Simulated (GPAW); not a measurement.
# How KNbF3 (model structure) absorbs and reflects light

Aim: the dielectric function of KNbF3 (model structure), and the optical constants that follow from it. The structure is a model built here, which may or may not match a known phase. It was built so: All Na replaced by K and V replaced by Nb in the Pm-3m structure of NaVF3. The cell given below was relaxed beforehand with Ansatz.

Calculated with GPAW 26.7.0; DFT, PBE, plane-wave PAW (GPAW data sets), scalar-relativistic, RPA, optical limit.

### Step 1. Set-up

It takes space group Pm-3m (No. 221, cubic). Conventional cell: a = 4.338 Å, b = 4.338 Å, c = 4.338 Å, α = 90.00°, β = 90.00°, γ = 90.00°. Nb has 6 F at 2.17 Å nearest. Nearest to K lie 12 F at 3.07 Å. F has 2 Nb at 2.17 Å and 4 K at 3.07 Å nearest. All Na replaced by K and V replaced by Nb in the Pm-3m structure of NaVF3. Farther neighbours and most contacts between anions are not listed.

Structure file:

```
Nb K F
1.0
     4.33807    0.00000    0.00000
     0.00000    4.33807    0.00000
     0.00000    0.00000    4.33807
Nb K F
1 1 3
Cartesian
  2.1690 2.1690 2.1690
  0.0000 0.0000 0.0000
  2.1690 2.1690 0.0000
  2.1690 4.3381 2.1690
  4.3381 2.1690 2.1690
```

### Step 2. Bands for the response

At the fixed density, many empty bands are solved on the mesh of the response, since the spectrum sums over them.

This step: DFT, PBE, plane-wave PAW (GPAW data sets), scalar-relativistic, bands at fixed density (GPAW 26.7.0).

File nscf.py:

```python
from ase.dft.bandgap import bandgap
from gpaw import GPAW, FermiDirac

calc = GPAW('gs.gpw').fixed_density(kpts={'size': (8, 8, 8), 'gamma': True}, nbands=47, convergence={'bands': 41},
                                    occupations=FermiDirac(0.05), txt='nscf.txt')
print('gap (eV)', bandgap(calc, output=None)[0])
print('direct gap (eV)', bandgap(calc, direct=True, output=None)[0])
calc.write('full.gpw', mode='all')
```

Run with:

```bash
$ OMP_NUM_THREADS=1 python nscf.py
```

Output:

```text
Diagonalizing LCAO Hamiltonian
Converting LCAO to pw mode
convergence criteria:
- Maximum integral of absolute [eigenst]ate change: 4e-08 eV^2 / valence electron
maximum number of iterations: 150

SCF iterations
|iter     |      energy | eigst |  dens |
|iter:   1||             | +2.87 |       |
|iter:   2||             | +1.70 |       |
|iter:   3||             | +0.79 |       |
|iter:   4||             | -0.40 |       |
|iter:   5||             | -1.38 |       |
|iter:   6||             | -2.35 |       |
|iter:   7||             | -3.18 |       |
|iter:   8||             | -4.21 |       |
|iter:   9||             | -5.12 |       |
|iter:  10||             | -6.14 |       |
|iter:  11||             | -6.99 |       |
|iter:  12||             | -7.67c|       |
SCF steps: 12
  __  _  _
 | _ |_)|_||  |
 |__||  | ||/\| - 26.7.0

Versions:
  Python: 3.12.14
  ASE:    3.29.0
  Numpy:  2.5.5
  Scipy:  1.18.1
  Libxc:  7.0.0

Input parameters:
  mode=PW(ecut=500.0),
  convergence={'bands': 41},
  gpts=array([24, 24, 24]),
  kpts=MonkhorstPack(size=(8, 8, 8), gamma=True),
  maxiter=150,
  nbands=47,
  occupations=Occupations(name='fermi-dirac', width=0.05, fixmagmom=False),
  parallel={},
  xc=XC(name='PBE')

--- standard output ---
gap (eV) 0.0
direct gap (eV) 0.0
```

Wall time 56 s (1 thread of Arm Neoverse V2, shared host); peak memory 0.24 GiB.

### Step 3. Dielectric function, RPA

Local fields let the induced charge screen the field inside the cell, which as a rule lowers ε, most along directions where the density is uneven.

This step: DFT, PBE, plane-wave PAW (GPAW data sets), scalar-relativistic, RPA, optical limit (GPAW 26.7.0).

File df.py:

```python
from gpaw.response.df import DielectricFunction

df = DielectricFunction('full.gpw', frequencies={'type': 'nonlinear', 'domega0': 0.03, 'omega2': 8},
                        ecut=50,
                        eta=0.2,
                        nbands=41,
                        rate=0.05,
                        txt='df.txt')
for direction in ['x']:
    df.get_dielectric_function(xc='RPA', direction=direction, filename=f'df_{direction}.csv')
```

Run with:

```bash
$ OMP_NUM_THREADS=1 python df.py
```

Output:

```text
Using integrator: PointIntegrator
NonLinearFrequencyDescriptor(from 0.000 to 72.254 eV, 509 points)
Nonperiodic BCs:  [False False False]
Using integrator: PointIntegrator
NonLinearFrequencyDescriptor(from 0.000 to 72.254 eV, 509 points)
Nonperiodic BCs:  [False False False]
Using integrator: PointIntegrator

Calculating chi0 body with:
    Ground state adapter containing:
    Number of spins: 1
    Number of kpoints: 512
    Number of irreducible kpoints: 35
    Number of completely occupied states: 20
    Number of partially occupied states: 24

    Linear response parametrization:
    q_c: [0.0, 0.0, 0.0]
    Number of frequency points: 509
    Planewave cutoff: 50.0
    Number of bands: 41
    Number of planewaves: 81
    Broadening (eta): 0.2

Integrating chi0 body.

Symmetries of q_c:
    Direct symmetries (Uq -> q): 48
    Indirect symmetries (TUq -> q): 0
In total 48 allowed symmetries.

35 groups of equivalent kpoints. 93.1640625% reduction.

Integral kind: spectral function

Calculating chi0 optical extensions with:
    Ground state adapter containing:
    Number of spins: 1
    Number of kpoints: 512
    Number of irreducible kpoints: 35
    Number of completely occupied states: 20
    Number of partially occupied states: 24

    Linear response parametrization:
    Number of frequency points: 509
    Planewave cutoff: 50.0
    Number of bands: 41
    Number of planewaves: 81
    Broadening (eta): 0.2
Integrating chi0 head and wings.

Symmetries of q_c:
    Direct symmetries (Uq -> q): 48
    Indirect symmetries (TUq -> q): 0
In total 48 allowed symmetries.

35 groups of equivalent kpoints. 93.1640625% reduction.

Integral kind: spectral function wings

Calculating drude chi0 with:
    Number of frequency points:509
    Plasma frequency decay rate: 0.05 eV

    Ground state adapter containing:
    Number of spins: 1
    Number of kpoints: 512
    Number of irreducible kpoints: 35
    Number of completely occupied states: 20
    Number of partially occupied states: 24

Symmetries of q_c:
    Direct symmetries (Uq -> q): 48
    Indirect symmetries (TUq -> q): 0
In total 48 allowed symmetries.

35 groups of equivalent kpoints. 93.1640625% reduction.

Integral kind: intraband
Plasma frequency:
[[3.88+0.j 0.  -0.j 0.  +0.j]
 [0.  -0.j 3.88+0.j 0.  +0.j]
 [0.  +0.j 0.  +0.j 3.88+0.j]]
```

Run time: 14 s. Hardware: 1 thread; peak memory 0.44 GiB.

Numbers from this step:

```
centre of weight of the strongest loss peak in the window : 2.692 eV
```

Some rows of df_x.csv (energy; Re and Im without local fields; Re and Im with them):

```text
0.000000, 6072.107625, 0.000000, 6071.956282, 0.000000
0.460735, -70.149986, 19.926572, -70.304016, 19.921985
0.943989, -15.782794, 2.699009, -15.933347, 2.688747
1.451455, -5.320279, 1.030992, -5.472202, 1.016866
1.984998, -1.858886, 0.467483, -2.010622, 0.447800
2.546682, -0.141477, 0.230775, -0.287837, 0.217376
3.138794, 0.888567, 0.155242, 0.720903, 0.144911
3.763875, 1.583310, 0.281424, 1.381996, 0.238333
4.424758, 2.129392, 0.401487, 1.906379, 0.318905
5.124608, 2.120776, 1.328164, 2.072167, 1.072671
5.866977, 1.347212, 0.713525, 1.295616, 0.746436
6.655862, 2.082235, 0.271526, 1.959628, 0.255092
7.495775, 2.937420, 0.625660, 2.774866, 0.578704
8.391833, 2.608939, 1.217243, 2.449627, 1.113953
9.349861, 2.349632, 2.151508, 2.316353, 2.091573
10.376517, 0.658840, 2.656849, 0.555380, 2.668952
11.479449, 0.859042, 1.878180, 0.800593, 1.772692
12.667487, 0.700019, 1.011300, 0.660232, 0.984937
13.950874, 0.955213, 0.856847, 0.875175, 0.836965
15.341572, 0.913605, 0.637531, 0.717024, 0.729772
```

Sum at mesh points, not converged in k. The Im ε, E ∥ x by photon energy; read off at these points:

```csv
photon energy (eV),"Im ε, E ∥ x"
0.50,15.9
1.00,2.30
1.50,0.965
2.00,0.439
2.50,0.229
3.00,0.152
3.50,0.181
4.00,0.272
4.50,0.365
5.00,0.946
5.37,1.22
5.50,1.19
6.00,0.558
6.50,0.255
7.00,0.307
7.50,0.586
7.91,1.39
8.00,1.35
8.50,1.15
9.00,1.82
9.50,2.17
10.00,2.72
10.24,2.92
10.50,2.26
11.00,1.48
11.50,1.78
12.00,1.18
12.50,1.00
13.00,0.914
13.50,0.785
14.00,0.843
14.50,0.837
15.00,0.853
15.50,0.654
```

Values under 1 per cm are given as 1; sum at mesh points, not converged in k. Absorption coefficient, E ∥ x against photon energy:

```csv
photon energy (eV),"absorption coefficient, E ∥ x (1/cm)"
0.5,4.0e5
1.0,3.8e5
1.5,3.4e5
2.0,2.8e5
2.5,1.7e5
3.0,31620
3.5,29718
4.0,44198
4.5,58740
5.0,1.6e5
5.5,2.5e5
6.0,1.4e5
6.5,62307
7.0,72813
7.5,1.3e5
8.0,3.4e5
8.5,3.0e5
9.0,4.8e5
9.5,6.3e5
10.0,8.8e5
10.5,1.0e6
11.0,7.6e5
11.5,8.9e5
12.0,7.9e5
12.5,6.6e5
13.0,6.3e5
13.5,5.5e5
14.0,5.9e5
14.5,6.1e5
15.0,6.4e5
15.5,5.5e5
```

The loss function −Im 1/ε at q → 0, E ∥ x has structure finer than the step of the table below, so its rows give means over 0.5 eV, whole bins alone (the curve runs from 0.305 to 15.5 eV). Peaks (eV: height): 2.70: 5.15, 12.10: 0.766.

Sum at mesh points, not converged in k. The loss function −Im 1/ε at q → 0, E ∥ x by energy loss; means over each step:

```csv
energy loss (eV),"loss function −Im 1/ε at q → 0, E ∥ x"
1.0,0.0120
1.5,0.0381
2.0,0.127
2.5,1.94
3.0,0.938
3.5,0.140
4.0,0.109
4.5,0.0949
5.0,0.171
5.5,0.299
6.0,0.257
6.5,0.0840
7.0,0.0606
7.5,0.0788
8.0,0.165
8.5,0.151
9.0,0.176
9.5,0.218
10.0,0.267
10.5,0.425
11.0,0.543
11.5,0.509
12.0,0.727
12.5,0.715
13.0,0.705
13.5,0.633
14.0,0.575
14.5,0.589
15.0,0.618
```

The reflectivity at normal incidence, E ∥ x has structure finer than the step of the table below, so its rows give means over 0.5 eV, whole bins alone (the curve runs from 0.305 to 15.5 eV). Peaks (eV: height): 5.27: 6.01, 10.38: 18.5, 11.63: 13.4.

Sum at mesh points, not converged in k. Reflectivity at normal incidence, E ∥ x against photon energy; means over each step:

```csv
photon energy (eV),"reflectivity at normal incidence, E ∥ x (%)"
1.0,92.1
1.5,87.1
2.0,80.5
2.5,55.7
3.0,4.94
3.5,0.391
4.0,1.44
4.5,3.24
5.0,5.43
5.5,5.36
6.0,2.20
6.5,2.41
7.0,4.17
7.5,6.82
8.0,7.76
8.5,7.68
9.0,10.3
9.5,11.8
10.0,15.0
10.5,16.8
11.0,10.5
11.5,11.5
12.0,10.5
12.5,6.89
13.0,5.75
13.5,4.14
14.0,4.02
14.5,4.11
15.0,4.31
```

Sum at mesh points, not converged in k. Im ε, E ∥ x against photon energy; read off at these points:

```csv
photon energy (eV),without local fields,with local fields
0.50,15.9,15.9
1.00,2.31,2.30
1.50,0.979,0.965
2.00,0.459,0.439
2.50,0.244,0.229
3.00,0.161,0.152
3.50,0.201,0.181
4.00,0.335,0.272
4.50,0.464,0.365
5.00,1.21,0.946
5.27,1.41,1.19
5.37,1.38,1.22
5.50,1.27,1.19
6.00,0.537,0.558
6.50,0.266,0.255
7.00,0.330,0.307
7.50,0.633,0.586
8.00,1.39,1.35
8.50,1.27,1.15
9.00,1.97,1.82
9.50,2.22,2.17
10.00,2.78,2.72
10.24,2.92,2.92
10.50,2.28,2.26
11.00,1.57,1.48
11.50,1.88,1.78
12.00,1.25,1.18
12.50,1.06,1.00
13.00,0.934,0.914
13.50,0.820,0.785
14.00,0.864,0.843
14.50,0.803,0.837
15.00,0.783,0.853
15.50,0.585,0.654
```

From ε follow the optical constants at some laser and lamp lines:

```csv
wavelength (nm),n,k,R (%),1/α
1550,0.44,4.810,93.0,26 nm
1064,0.25,3.127,91.3,27 nm
633,0.16,1.467,81.8,34 nm
532,0.16,0.920,71.5,46 nm
405,0.79,0.094,1.7,344 nm
365,1.03,0.079,0.2,368 nm
248,1.50,0.314,5.5,63 nm
```

In reflection the computed colour is yellow: x = 0.386, y = 0.437, luminous reflectivity 73 %.

### Step 4. What came out

```json
{"centre of weight of the strongest loss peak in the window, first axis": "2.69 eV"}
```

What this shows: At this level (PBE, RPA) KNbF3 is a metal. The mesh is too coarse to trust the carriers' weight, the reflectivity or the colour to better than tens of per cent. In reflection the computed colour is yellow: x = 0.386, y = 0.437, luminous reflectivity 73 %. The carriers' damping of 0.05 eV is typed, not computed; it shapes the response at the lowest energies. The run has no spin polarisation; magnetic order or correlation, untested here, could change the spectrum. The curves end at 16 eV, about where the summed bands run out. In this version of GPAW the matrix elements of the optical limit are incomplete, which can lower ε − 1 by up to a tenth where first-row anions or d states rule, and shift it by more in d metals. GPAW's carrier term has the form −ωp²/(ω + i·rate)², which damps like twice the rate and fails at low energy, so the curves leave the lowest energies out. The sum runs over mesh points 0.18 Å⁻¹ apart with no interpolation, so peaks are partly noise of the mesh, and the Drude plasma energy, a sum over the Fermi surface, isn't converged.

[Machine, clock and banner lines and Python warnings are left out of the logs.]

[Logs are printed without paths, hosts, clocks, repeated set-up lines and the standing remarks that a program may print on its own settings, such as how far it seeks lower states.]

[Hosts, paths, dates, database ids (printed as entryN), source tags and the programs' standing remarks are cut or masked in the printed files.]
